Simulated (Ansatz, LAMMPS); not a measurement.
# Static equation of state of glassy 60SiO2-7Al2O3-17Li2O-17SrO (mol %) (89 atoms)

Density of this cell: 2.89 g/cm³. The cell holds 89 atoms: 18 Si, 4 Al, 10 Li, 5 Sr and 52 O. Its edges and angles: a = 10.463 Å, b = 10.605 Å, c = 10.129 Å, α = 90.1°, β = 91.3°, γ = 90.5°. The starting structure: 89 atoms (18 Si, 4 Al, 10 Li, 5 Sr, 52 O) placed at random at 2.76 g/cm³, melted at 4000 K for 10 ps at fixed volume with the Morse and Coulomb pair potential with partial charges (Pedone, Malavasi, Menziani, Cormack and Segre, J. Phys. Chem. B 110, 11780 (2006)). Quenched from 4000 K to 300 K at 50 K/ps and fixed volume, held 10 ps at zero pressure.

Calculated with Ansatz 0.2.0: Kohn-Sham DFT, r2SCAN, PAW (set soft_2), plane waves; cutoff 500 eV, Γ point, fixed occupations. Cell and atoms were relaxed first, to V0 = 12.623 Å³ an atom at a residual P0 = -0.005 GPa. The cell was then scaled evenly, and the atoms were relaxed at each volume.

| volume (Å³/atom) | pressure (GPa) |
| --- | --- |
| 11.361 | 7.010 |
| 11.866 | ? |
| 12.245 | 1.695 |
| 13.002 | -1.429 |
| 13.381 | -2.657 |

Task: Fit the third-order Birch–Murnaghan equation to the rows given and interpolate to the withheld row.

**Working.**

Take the Eulerian strain f = ½[(V0/V)^(2/3) − 1] and the normalised pressure F = (P − P0) / [3f(1 + 2f)^(5/2)]. The third-order Birch–Murnaghan equation is then the line F = B0 + (3/2)B0(B′ − 4) f, so u = f and v = F.

```
      u = f  v = F (GPa)
  0.0363829      53.9181
  0.0102569      52.5062
-0.00975628      51.1154
 -0.0190508      51.1447
```

With n = 4: mean u = 0.00445820, mean v = 52.1711, Σ(u − ū)² = 0.0018075, Σ(u − ū)(v − v̄) = 0.096853. Slope b = 0.096853 / 0.0018075 = 53.583; intercept a = v̄ − b ū = 51.932.

So B0 = a = 51.9 GPa and B′ = 4 + 2b/(3a) = 4.69. At the withheld volume f = 0.02106, F = a + b f = 53.06 GPa, and P = P0 + 3f(1 + 2f)^(5/2) F.

Prediction at 11.866: 3.711 GPa. The run gave 3.682 GPa, so the fit is high by 0.029 GPa (0.80 % of the value).

Among the rows given, the largest miss of the fit is at 13.381, by 0.012 GPa (0.13 % of the range of the table).

Limits: Static cells at zero temperature; the cell shape is held. The program notes that the SCF threshold of these relaxations is loose for the stress. The quench rate of 50 K/ps is many orders above laboratory rates, so the cell is likely richer in defects and strain than a real sample. The network of bonds at the start is that of the classical potential that made the cell, and needn't be the one that DFT or experiment would give. Only the Γ point is sampled, in a cell whose shortest periodic width is 10 Å.

[Logs are printed without paths, hosts, clocks, repeated set-up lines and the standing remarks that a program may print on its own settings, such as how far it seeks lower states.]

[Hosts, paths, dates, database ids (printed as entryN), source tags and the programs' standing remarks are cut or masked in the printed files.]
